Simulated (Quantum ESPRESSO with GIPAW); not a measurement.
# AsC3N3: NMR parameters from first principles, part 2 of 2

Aim: the magnetic shielding of every site in AsC3N3.

Quantum ESPRESSO with GIPAW; PBE.

So far. Step 2 (The SCF step): It converged in 15 cycles to an estimated accuracy of 4e-11 Ry, on 17 irreducible k-points.

**3. Magnetic response (continued)**

Level of this step: DFT, PBE, plane-wave PAW (pslibrary 1.0.0 recipes), scalar-relativistic, GIPAW shieldings (Quantum ESPRESSO with GIPAW).

The f-sum rule is met to 0.016 of 68.0 (0.02 %). Converged shieldings require that this miss be small, but a small miss does not prove them.

From the symmetric part of each tensor, with principal values σ11 ≤ σ22 ≤ σ33: σ_iso is their mean, the span is σ33 − σ11 and the skew 3(σ_iso − σ22)/span. (gipaw.x prints an anisotropy in another convention.)

| site | atom no. | atoms in cell | σ_iso (ppm) | span (ppm) | skew |
| --- | --- | --- | --- | --- | --- |
| As | 1 | 2 | 1643 | 156 | 0.85 |
| N(1) | 3 | 2 | -68.1 | 538.5 | 0.96 |
| N(2) | 5 | 2 | -63.1 | 526.9 | 0.98 |
| N(3) | 7 | 2 | -66.7 | 530.1 | 0.96 |
| C(1) | 9 | 2 | 41.4 | 343.7 | 0.98 |
| C(2) | 11 | 2 | 42.7 | 343.8 | 0.99 |
| C(3) | 13 | 2 | 40.5 | 343.1 | 1.00 |

The macroscopic shape term is switched off. For a spherical sample the valence susceptibility of this run would add about 6 ppm to every site, a rough estimate, since the susceptibility converges slowly and lacks part of the PAW terms. Differences within the crystal don't depend on it, but shieldings of different compounds can't be compared to better than a few ppm without it.

In this run the largest span is that of N(1) (site symmetry 1), with principal values -251.3, -240.2 and 287.2 ppm. On N(1) the most shielded direction lies along its short bond to C: a field along the bond can't mix the bonding orbital with those across it, so the paramagnetic term is smallest there. On N(2) the most shielded direction lies along its short bond to C: a field along the bond can't mix the bonding orbital with those across it, so the paramagnetic term is smallest there.

How the isotropic values are made up (ppm). The core part is that of the free atom's core; bare is the current of the smooth valence states; the last two are what the PAW spheres add to the diamagnetic and the paramagnetic current:

| site | core | bare | reconstruction, dia | reconstruction, para |
| --- | --- | --- | --- | --- |
| As | 2541.0 | 39.9 | 306.6 | -1244.9 |
| N(1) | 235.8 | -65.6 | 5.6 | -243.9 |
| N(2) | 235.8 | -63.7 | 5.7 | -240.9 |
| N(3) | 235.8 | -65.2 | 5.6 | -242.9 |
| C(1) | 200.5 | -51.5 | 4.6 | -112.2 |
| C(2) | 200.5 | -50.8 | 4.6 | -111.5 |
| C(3) | 200.5 | -51.8 | 4.6 | -112.8 |

75As also has a quadrupolar coupling here. It is not given: on PAW files the efg job of this gipaw.x leaves out the augmentation charge of neighbouring atoms and can miss by tens of per cent.

**4. From shieldings to shifts**

Covalently bonded atoms count as neighbours within 1.18 times the sum of their radii. Otherwise a cation's neighbours lie within 1.2 times its shortest bond (1.3 for large cations, each anion's radius taken off where they differ), and an anion's are the cations that count it.

| site | atom no. | atoms in cell | surroundings | bonds (Å) | σ_iso (ppm) |
| --- | --- | --- | --- | --- | --- |
| As | 1 | 2 | AsC3 | 1.97 to 1.98 | 1643 |
| N(1) | 3 | 2 | bound to C | 1.165 | -68.1 |
| N(2) | 5 | 2 | bound to C | 1.163 | -63.1 |
| N(3) | 7 | 2 | bound to C | 1.164 | -66.7 |
| C(1) | 9 | 2 | CNAs | 1.16 to 1.97 | 41.4 |
| C(2) | 11 | 2 | CNAs | 1.16 to 1.98 | 42.7 |
| C(3) | 13 | 2 | CNAs | 1.17 to 1.97 | 40.5 |

The 3 N sites spread over 5.0 ppm in shielding, from N(1) (least shielded) to N(2). The 3 C sites spread over 2.2 ppm in shielding, from C(3) (least shielded) to C(2).

Simulated spectrum: 13C static powder, 14.1 T (151.0 MHz), lines broadened by 6.9 ppm; the axis counts ppm from the isotropic position of C(2), as −Δσ; rigid lattice, with dipolar and J couplings left out.

```json
{"offset (ppm)": "159", "intensity": "0.00"}
{"offset (ppm)": "145", "intensity": "0.00"}
{"offset (ppm)": "132", "intensity": "0.01"}
{"offset (ppm)": "119", "intensity": "0.35"}
{"offset (ppm)": "113", "intensity": "1.00"}
{"offset (ppm)": "107", "intensity": "0.68"}
{"offset (ppm)": "93", "intensity": "0.41"}
{"offset (ppm)": "80", "intensity": "0.32"}
{"offset (ppm)": "68", "intensity": "0.28"}
{"offset (ppm)": "54", "intensity": "0.24"}
{"offset (ppm)": "41", "intensity": "0.22"}
{"offset (ppm)": "29", "intensity": "0.20"}
{"offset (ppm)": "16", "intensity": "0.19"}
{"offset (ppm)": "2", "intensity": "0.18"}
{"offset (ppm)": "-11", "intensity": "0.17"}
{"offset (ppm)": "-23", "intensity": "0.16"}
{"offset (ppm)": "-37", "intensity": "0.15"}
{"offset (ppm)": "-50", "intensity": "0.15"}
{"offset (ppm)": "-62", "intensity": "0.14"}
{"offset (ppm)": "-75", "intensity": "0.14"}
{"offset (ppm)": "-89", "intensity": "0.13"}
{"offset (ppm)": "-101", "intensity": "0.13"}
{"offset (ppm)": "-114", "intensity": "0.13"}
{"offset (ppm)": "-128", "intensity": "0.12"}
{"offset (ppm)": "-141", "intensity": "0.12"}
{"offset (ppm)": "-153", "intensity": "0.12"}
{"offset (ppm)": "-167", "intensity": "0.11"}
{"offset (ppm)": "-180", "intensity": "0.11"}
{"offset (ppm)": "-192", "intensity": "0.11"}
{"offset (ppm)": "-205", "intensity": "0.11"}
{"offset (ppm)": "-219", "intensity": "0.10"}
{"offset (ppm)": "-231", "intensity": "0.01"}
{"offset (ppm)": "-244", "intensity": "0.00"}
{"offset (ppm)": "-258", "intensity": "0.00"}
{"offset (ppm)": "-270", "intensity": "0.00"}
```

Most prominent maxima (ppm: height): 113: 1.00.

Simulated spectrum: 15N MAS at 40 kHz, 9.4 T (40.6 MHz), lines broadened by 1 ppm; the axis counts ppm from the isotropic position of N(2), as −Δσ; rigid lattice, with dipolar and J couplings left out. Its lines over 1.5 % of the strongest:

| offset (ppm) | area |
| --- | --- |
| 5.0 | 1.00 |
| 3.6 | 1.00 |
| 0.0 | 1.00 |

At this broadening the 3 isotropic lines are resolved.

**5. Cost against result**

Each row names what was changed: another cutoff tests the basis.

Changes of σ_iso (ppm) against the run above (PBE, cutoffs 55 and 340 Ry, mesh 4×4×3, 1.8 h). Times are CPU times of pw.x and gipaw.x together, on 4 MPI ranks of Arm Neoverse V2, shared host; on a shared host they are rough.

| run | CPU time | f-sum miss | As | N(1) | N(2) | N(3) | C(1) | C(2) | C(3) |
| --- | --- | --- | --- | --- | --- | --- | --- | --- | --- |
| cutoffs 45 and 340 Ry (coarse on purpose) | 66 min | 0.0074 | +2.1 | -0.2 | -0.2 | -0.2 | -0.1 | -0.1 | -0.1 |

**6. What came out**

```yaml
13c_shielding_without_shape_term: 40.5, 41.4, 42.7 ppm
15n_shielding_without_shape_term: -68.1, -66.7, -63.1 ppm
75as_shielding_without_shape_term: 1643 ppm
```

**Reading.** 13C has 3 sites, in the ratio 1:1:1: C(3) (CNAs) at a shielding of 40.5, C(1) (CNAs) at a shielding of 41.4 and C(2) (CNAs) at a shielding of 42.7 ppm, shape term left out. A shift needs a reference, δ = σ_ref − σ, fixed on measured compounds; for 13C of this kind at this level too few were at hand, or they scattered too widely about a line, so none is given. A finer mesh and a higher cutoff were not carried through on these files. The cheaper run with cutoffs 45 and 340 Ry takes about 60 % of the time and is off by 0.088 ppm on C(1), and by 2.2 ppm at most. This build of gipaw.x prints that it is not audited and that its numbers are no references by themselves. It also reports spline_ps as false although the input sets it; why was not traced.

[Banner, clock, file and message-heading lines were taken out of the pw.x and gipaw.x logs.]

[Logs are printed without paths, hosts, clocks, repeated set-up lines and the standing remarks that a program may print on its own settings, such as how far it seeks lower states.]

[Hosts, paths, dates, database ids (printed as entryN), source tags and the programs' standing remarks are cut or masked in the printed files.]

[Where no reference line passes its bar on scatter, no shift is given, so a measured shift of this compound may stand uncompared.]
